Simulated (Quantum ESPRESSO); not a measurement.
# AlN (F-43m): modes at Γ and the response to a field, part 2 of 2

Which modes does AlN (F-43m) have at the zone centre?

Quantum ESPRESSO 7.5; DFT LDA, scalar-relativistic, plane waves, JTH PAW pseudopotentials.

So far. Step 2 (A first look): A gap of 3.2 eV opens on this mesh, so the crystal is taken as an insulator; the start stands at -4.1 GPa. Step 4 (Ground state): The cell stands at 0.22 GPa, close enough for stiff modes, while soft ones can move. The relaxed cell has a = 4.338 Å (conventional setting).

## 5. Zone-centre response

At q = 0 one unit cell holds all displacements; symmetry groups them into irreducible representations that are solved one by one. The response to a field gives ε∞ and the Born charges, which polar modes need.

File ph.in:

```
phonons
&inputph
   prefix = 'x'
   outdir = './tmp'
   fildyn = 'g.dyn'
   tr2_ph = 1.0d-18
   epsil = .true.
/
0.000000000000 0.000000000000 0.000000000000
```

The run is started by

```
$ OMP_NUM_THREADS=1 mpirun -n 4 ph.x -nk 4 -in ph.in > ph.out
```

The program printed:

```text
[banners, grids, parts of the stress and lines that vanish by symmetry left out]
[banner, memory and clock lines left out]
Program PHONON v.7.5

     ./tmp/x.save/

     file Al.upf: wavefunction(s)  3S 0S 3P 0P renormalized
     file N.upf: wavefunction(s)  0S 0P renormalized

     IMPORTANT: XC functional enforced from input :
     Exchange-correlation= PW
                           (   1   4   0   0   0   0   0)
     Any further DFT definition will be discarded
     Please, verify this is what you really want

     G-vector sticks info

     Check: negative core charge=   -0.000005

     negative rho (up, down):  5.594E-04 0.000E+00
     Reading collected, re-writing distributed wavefunctions in ./tmp/

     Number and degeneracy of irreps per q-point
       N         xq(1)         xq(2)         xq(3)   N irreps
       1   0.000000000   0.000000000   0.000000000       2
        3   3

     Calculation of q =    0.0000000   0.0000000   0.0000000

     phonons

     bravais-lattice index     =            0
     lattice parameter (alat)  =       5.7961  a.u.
     unit-cell volume          =     137.6897 (a.u.)^3
     number of atoms/cell      =            2
     number of atomic types    =            2
     kinetic-energy cut-off    =      60.0000  Ry
     charge density cut-off    =     480.0000  Ry
     convergence threshold     =      1.0E-18
     beta                      =       0.7000
     number of iterations used =            4
     Exchange-correlation= PW
                           (   1   4   0   0   0   0   0)

     celldm(1)=    5.79614  celldm(2)=    0.00000  celldm(3)=    0.00000
     celldm(4)=    0.00000  celldm(5)=    0.00000  celldm(6)=    0.00000

     crystal axes: (cart. coord. in units of alat)
               a(1) = ( -0.7071  0.0000  0.7071 )
               a(2) = (  0.0000  0.7071  0.7071 )
               a(3) = ( -0.7071  0.7071  0.0000 )

     reciprocal axes: (cart. coord. in units 2 pi/alat)
               b(1) = ( -0.7071 -0.7071  0.7071 )
               b(2) = (  0.7071  0.7071  0.7071 )
               b(3) = ( -0.7071  0.7071 -0.7071 )

     Atoms inside the unit cell:

     Cartesian axes

     site n.  atom      mass           positions (alat units)
        1  Al     26.9815   tau(    1) = (    0.00000    0.00000    0.00000  )
        2  N      14.0070   tau(    2) = (   -1.06066    1.06066    1.06066  )

     Computing dynamical matrix for
                    q = (   0.0000000   0.0000000   0.0000000 )

     25 Sym.Ops. (with q -> -q+G )

     G cutoff =  408.4690  (  24357 G-vectors)     FFT grid: ( 45, 45, 45)
     G cutoff =  204.2345  (   8657 G-vectors)  smooth grid: ( 30, 30, 30)
     number of k points=    29
                       cart. coord. in units 2pi/alat
        k(    1) = (   0.0000000   0.0000000   0.0000000), wk =   0.0039062
        k(    2) = (  -0.0883883   0.0883883  -0.0883883), wk =   0.0312500
        k(    3) = (  -0.1767767   0.1767767  -0.1767767), wk =   0.0312500
        [... further k-points left out ...]

     PseudoPot. # 1 for Al read from file:
     ./pseudo/Al.upf
     Pseudo is Projector augmented-wave + core cor, Zval =  3.0
     Shape of augmentation charge: SINC**2
     Using radial grid of  982 points,  4 beta functions with:
                l(1) =   0
                l(2) =   0
                l(3) =   1
                l(4) =   1
     Q(r) pseudized with 0 coefficients

     PseudoPot. # 2 for N  read from file:
     ./pseudo/N.upf
     Pseudo is Projector augmented-wave + core cor, Zval =  5.0
     Shape of augmentation charge: SINC**2
     Using radial grid of  933 points,  4 beta functions with:
                l(1) =   0
                l(2) =   0
                l(3) =   1
                l(4) =   1
     Q(r) pseudized with 0 coefficients

     Mode symmetry, T_d (-43m)  point group:

     Electric field:
     Dielectric constant
     Born effective charges as d Force / d E

     Atomic displacements:
     There are    2 irreducible representations

     Representation     1      3 modes -  To be done

     Representation     2      3 modes -  To be done

     Alpha used in Ewald sum =   2.8000

     negative rho (up, down):  5.594E-04 0.000E+00

     Electric Fields Calculation

      iter #   1   av.it.:   5.6
      thresh= 1.000E-02 alpha_mix =  0.700 |ddv_scf|^2 =  2.706E-08

      iter #   2   av.it.:  10.1
      thresh= 1.645E-05 alpha_mix =  0.700 |ddv_scf|^2 =  2.340E-10

      iter #   3   av.it.:  10.3
      thresh= 1.530E-06 alpha_mix =  0.700 |ddv_scf|^2 =  1.620E-11

      iter #   4   av.it.:  10.3
      thresh= 4.024E-07 alpha_mix =  0.700 |ddv_scf|^2 =  1.311E-13

      iter #   5   av.it.:   9.5
      thresh= 3.621E-08 alpha_mix =  0.700 |ddv_scf|^2 =  2.423E-16

      iter #   6   av.it.:  10.2
      thresh= 1.557E-09 alpha_mix =  0.700 |ddv_scf|^2 =  1.568E-18

      iter #   7   av.it.:  10.3
      thresh= 1.252E-10 alpha_mix =  0.700 |ddv_scf|^2 =  1.756E-20

     End of electric fields calculation

          Dielectric constant in cartesian axis

          (       4.552409141       0.000000000       0.000000000 )
          (       0.000000000       4.552409141      -0.000000000 )
          (       0.000000000      -0.000000000       4.552409141 )

          Effective charges (d Force / dE) in cartesian axis without acoustic sum rule applied (asr)

           atom    1  Al    Mean Z*:        2.53295
      Ex  (        2.53295       -0.00000        0.00000 )
      Ey  (       -0.00000        2.53295       -0.00000 )
      Ez  (        0.00000       -0.00000        2.53295 )
           atom    2  N     Mean Z*:       -2.53644
      Ex  (       -2.53644        0.00000       -0.00000 )
      Ey  (        0.00000       -2.53644        0.00000 )
      Ez  (       -0.00000        0.00000       -2.53644 )

          Effective charges Sum: Mean:       -0.00349
             -0.00349        0.00000       -0.00000
              0.00000       -0.00349        0.00000
             -0.00000        0.00000       -0.00349

          Effective charges (d Force / dE) in cartesian axis with asr applied:
           atom    1  Al    Mean Z*:        2.53469
      E*x (        2.53469       -0.00000        0.00000 )
      E*y (       -0.00000        2.53469       -0.00000 )
      E*z (        0.00000       -0.00000        2.53469 )
           atom    2  N     Mean Z*:       -2.53469
      E*x (       -2.53469        0.00000       -0.00000 )
      E*y (        0.00000       -2.53469        0.00000 )
      E*z (       -0.00000        0.00000       -2.53469 )

     Representation #   1 modes #   1   2   3

     Self-consistent Calculation

      iter #   1   av.it.:   6.1
      thresh= 1.000E-02 alpha_mix =  0.700 |ddv_scf|^2 =  2.987E-07

      iter #   2   av.it.:  10.4
      thresh= 5.466E-05 alpha_mix =  0.700 |ddv_scf|^2 =  2.528E-09

      iter #   3   av.it.:  10.3
      thresh= 5.028E-06 alpha_mix =  0.700 |ddv_scf|^2 =  1.692E-11

      iter #   4   av.it.:  10.5
      thresh= 4.113E-07 alpha_mix =  0.700 |ddv_scf|^2 =  1.223E-13

      iter #   5   av.it.:  10.1
      thresh= 3.498E-08 alpha_mix =  0.700 |ddv_scf|^2 =  5.596E-16

      iter #   6   av.it.:  10.2
      thresh= 2.366E-09 alpha_mix =  0.700 |ddv_scf|^2 =  9.285E-18

      iter #   7   av.it.:  10.0
      thresh= 3.047E-10 alpha_mix =  0.700 |ddv_scf|^2 =  8.072E-20

     End of self-consistent calculation

     Convergence has been achieved

     Representation #   2 modes #   4   5   6

     Self-consistent Calculation

      iter #   1   av.it.:   4.2
      thresh= 1.000E-02 alpha_mix =  0.700 |ddv_scf|^2 =  1.320E-09

      iter #   2   av.it.:  10.6
      thresh= 3.633E-06 alpha_mix =  0.700 |ddv_scf|^2 =  8.468E-11

      iter #   3   av.it.:  10.3
      thresh= 9.202E-07 alpha_mix =  0.700 |ddv_scf|^2 =  1.804E-12

      iter #   4   av.it.:  10.4
      thresh= 1.343E-07 alpha_mix =  0.700 |ddv_scf|^2 =  1.492E-14

      iter #   5   av.it.:  10.7
      thresh= 1.222E-08 alpha_mix =  0.700 |ddv_scf|^2 =  4.765E-17

      iter #   6   av.it.:  10.6
      thresh= 6.903E-10 alpha_mix =  0.700 |ddv_scf|^2 =  1.545E-18

      iter #   7   av.it.:  10.5
      thresh= 1.243E-10 alpha_mix =  0.700 |ddv_scf|^2 =  1.734E-21

     End of self-consistent calculation

     Convergence has been achieved

     Number of q in the star =    1
     List of q in the star:
          1   0.000000000   0.000000000   0.000000000

          Dielectric constant in cartesian axis

          (       4.552409141       0.000000000       0.000000000 )
          (       0.000000000       4.552409141      -0.000000000 )
          (       0.000000000      -0.000000000       4.552409141 )

          Effective charges (d Force / dE) in cartesian axis without acoustic sum rule applied (asr)

           atom    1  Al    Mean Z*:        2.53295
      Ex  (        2.53295       -0.00000        0.00000 )
      Ey  (       -0.00000        2.53295       -0.00000 )
      Ez  (        0.00000       -0.00000        2.53295 )
           atom    2  N     Mean Z*:       -2.53644
      Ex  (       -2.53644        0.00000       -0.00000 )
      Ey  (        0.00000       -2.53644        0.00000 )
      Ez  (       -0.00000        0.00000       -2.53644 )

          Effective charges Sum: Mean:       -0.00349
             -0.00349        0.00000       -0.00000
              0.00000       -0.00349        0.00000
             -0.00000        0.00000       -0.00349

          Effective charges (d Force / dE) in cartesian axis with asr applied:
           atom    1  Al    Mean Z*:        2.53469
      E*x (        2.53469       -0.00000        0.00000 )
      E*y (       -0.00000        2.53469       -0.00000 )
      E*z (        0.00000       -0.00000        2.53469 )
           atom    2  N     Mean Z*:       -2.53469
      E*x (       -2.53469        0.00000       -0.00000 )
      E*y (        0.00000       -2.53469        0.00000 )
      E*z (       -0.00000        0.00000       -2.53469 )

     Diagonalizing the dynamical matrix

     q = (    0.000000000   0.000000000   0.000000000 )

 **************************************************************************
     freq (    1) =      -0.014745 [THz] =      -0.491854 [cm-1]
     freq (    2) =      -0.014745 [THz] =      -0.491854 [cm-1]
     freq (    3) =      -0.014745 [THz] =      -0.491854 [cm-1]
     freq (    4) =      20.037437 [THz] =     668.376938 [cm-1]
     freq (    5) =      20.037437 [THz] =     668.376938 [cm-1]
     freq (    6) =      20.037437 [THz] =     668.376938 [cm-1]
 **************************************************************************

     Mode symmetry, T_d (-43m)  point group:

     freq (   1-   3) =         -0.5  [cm-1]   --> T_2  G_15 P_4   I+R
     freq (   4-   6) =        668.4  [cm-1]   --> T_2  G_15 P_4   I+R
```

It took 17 s on 4 MPI ranks of Intel Xeon at 2.60GHz (Ice Lake), shared host.

Numbers from this step:

```yaml
miss_of_the_charge_sum_rule: 0.003490 e
largest_acoustic_frequency_at_the_zone_centre_before_the_sum_rule: -0.49 cm⁻¹
highest_optical_zone_centre_mode_no_lo_to_term: 668.4 cm⁻¹
lowest_optical_zone_centre_mode: 668.4 cm⁻¹
mean_high_frequency_dielectric_constant: 4.552
largest_born_charge_in_size_third_of_the_trace: 2.536 e
```

Born charge (rows field, columns displacement), before the sum rule (e), principal values of the symmetric part by kind of site:

| atom | atoms with these values | low | middle | high | mean |
| --- | --- | --- | --- | --- | --- |
| Al1 | 1 | 2.53 | 2.53 | 2.53 | 2.53 |
| N2 | 1 | -2.54 | -2.54 | -2.54 | -2.54 |

In full for N2:

```
-2.54  0.00  0.00
 0.00 -2.54  0.00
 0.00  0.00 -2.54
```

High-frequency dielectric tensor:

```
4.55 0.00 0.00
0.00 4.55 0.00
0.00 0.00 4.55
```

The acoustic modes at Γ come out as far as 0.5 cm⁻¹ from zero, where they should vanish, a small numerical error; the Born charges miss their sum rule by 0.0035 e, which is good.

## 6. Zone-centre analysis

A rigid shift of the crystal must cost nothing, but grids and finite bases break this; the acoustic sum rule is imposed before the matrix is diagonalised again. With Born charges the intensities follow, and the static dielectric tensor.

File dynmat.in:

```
&input
   fildyn = 'g.dyn'
   asr = 'simple'
   fileig = 'dynmat.eig'
   lperm = .true.
/
```

The run is started by

```
$ dynmat.x -in dynmat.in > dynmat.out
```

The program printed:

```text
[banner, memory and clock lines left out]
Program DYNMAT v.7.5

     Reading Dynamical Matrix from file g.dyn
     ...Force constants read
     ...epsilon and Z* read
     A direction for q was not specified:TO-LO splitting will be absent

     Polarizability (A^3 units)
     multiply by 0.457847 for Clausius-Mossotti correction
         5.767903    0.000000    0.000000
         0.000000    5.767903   -0.000000
         0.000000   -0.000000    5.767903

     IR activities are in (D/A)^2/amu units

# mode   [cm-1]    [THz]      IR
    1      0.00    0.0000    0.0000
    2      0.00    0.0000    0.0000
    3      0.00    0.0000    0.0000
    4    668.38   20.0374   16.0757
    5    668.38   20.0374   16.0757
    6    668.38   20.0374   16.0757

Electronic dielectric permittivity tensor (relative, adimensional)
         4.552409    0.000000    0.000000
         0.000000    4.552409   -0.000000
         0.000000   -0.000000    4.552409

 ... with zone-center polar mode contributions
         8.314029    0.000000    0.000000
         0.000000    8.314029    0.000000
         0.000000    0.000000    8.314029
```

Wall time 0.59 s (1 thread).

This step gave:

```
mean static dielectric constant : 8.314
```

Unit eigenvectors of the mass-weighted matrix after the sum rule; no LO-TO term. Modes at Γ, with each element's share of the kinetic energy:

| mode | frequency (cm⁻¹) | symmetry | Al % | N % |
| --- | --- | --- | --- | --- |
| 1 | 0.0 | acoustic | 66 | 34 |
| 2 | 0.0 | acoustic | 66 | 34 |
| 3 | 0.0 | acoustic | 66 | 34 |
| 4 | 668.4 | T2 | 34 | 66 |
| 5 | 668.4 | T2 | 34 | 66 |
| 6 | 668.4 | T2 | 34 | 66 |

Displacements in mode 5 (668.4 cm⁻¹), the largest set to 1:
```
Al1  0.00  0.00 -0.52
N2   0.00  0.00  1.00
```

Degenerate modes summed, no LO-TO term. Infrared lines, with heights relative to the strongest:

| position (cm⁻¹) | lines merged | label | IR intensity, relative |
| --- | --- | --- | --- |
| 668 | 3 | T2 | 100 |

Static dielectric tensor (ions relaxed, fixed cell):

```
8.31 0.00 0.00
0.00 8.31 0.00
0.00 0.00 8.31
```

The rule moves no optical mode by more than 0.1 cm⁻¹.

## 7. Modes along a direction of q (1 0 0)

A longitudinal polar mode sets up a macroscopic field that stiffens it; the term hangs on the direction from which q goes to zero.

File dynmat.in:

```
&input
   fildyn = 'g.dyn'
   asr = 'simple'
   fileig = 'dynmat.eig'
   q(1) = 1.0
   q(2) = 0.0
   q(3) = 0.0
/
```

The run is started by

```
$ dynmat.x -in dynmat.in > dynmat.out
```

The program printed:

```text
[banner, memory and clock lines left out]
Program DYNMAT v.7.5

     Reading Dynamical Matrix from file g.dyn
     ...Force constants read
     ...epsilon and Z* read

     Polarizability (A^3 units)
     multiply by 0.457847 for Clausius-Mossotti correction
         5.767903    0.000000    0.000000
         0.000000    5.767903   -0.000000
         0.000000   -0.000000    5.767903

     IR activities are in (D/A)^2/amu units

# mode   [cm-1]    [THz]      IR
    1      0.00    0.0000    0.0000
    2      0.00    0.0000    0.0000
    3      0.00    0.0000    0.0000
    4    668.38   20.0374   16.0757
    5    668.38   20.0374   16.0757
    6    903.25   27.0787   16.0757
```

Wall time 0.59 s (1 thread).

This step gave:

```
highest mode moved by the LO-TO term : 903.2 cm⁻¹
```

Zone-centre frequencies as printed; negative means imaginary. Modes:

| mode | frequency (cm⁻¹) |
| --- | --- |
| 1 | 0 |
| 2 | 0 |
| 3 | 0 |
| 4 | 668.4 |
| 5 | 668.4 |
| 6 | 903.2 |

The field moves one mode, from 668 to 903 cm⁻¹; the others stay.

## 8. Results

```yaml
space_group_after_relaxation: F-43m
volume_per_atom: 10.2 Å³
gap_on_the_k_mesh: 3.24 eV
highest_optical_zone_centre_mode_no_lo_to_term: 668.4 cm⁻¹
highest_mode_moved_by_the_lo_to_term: 903.2 cm⁻¹
mean_high_frequency_dielectric_constant: 4.55
largest_born_charge_in_size_third_of_the_trace: 2.54 e
mean_static_dielectric_constant: 8.31
imaginary_optical_modes_at_the_zone_centre_no_q_mesh_in_this_session: none
```

What this shows: At the LDA level the optical modes of AlN (F-43m) at the zone centre (no LO-TO term) lie at 668 cm⁻¹. Along the directions run, the highest mode that the macroscopic field moves lies at 903 cm⁻¹. Lattice motion raises the mean dielectric constant from 4.552 to 8.314. The Born charge of Al is 2.533 e against a formal charge of +3, somewhat under it. The Lyddane-Sachs-Teller relation holds: (ωLO/ωTO)² is 1.83 and ε₀/ε∞ is 1.83. These are harmonic frequencies at zero temperature: anharmonic shifts and linewidths and thermal expansion are left out. The structure comes from a database and need not be the phase that is stable at ambient conditions.

[Host names and launcher messages were left out of these logs when they were recorded.]

[Logs are printed without paths, hosts, clocks, repeated set-up lines and the standing remarks that a program may print on its own settings, such as how far it seeks lower states.]

[Hosts, paths, dates, database ids (printed as entryN), source tags and the programs' standing remarks are cut or masked in the printed files.]
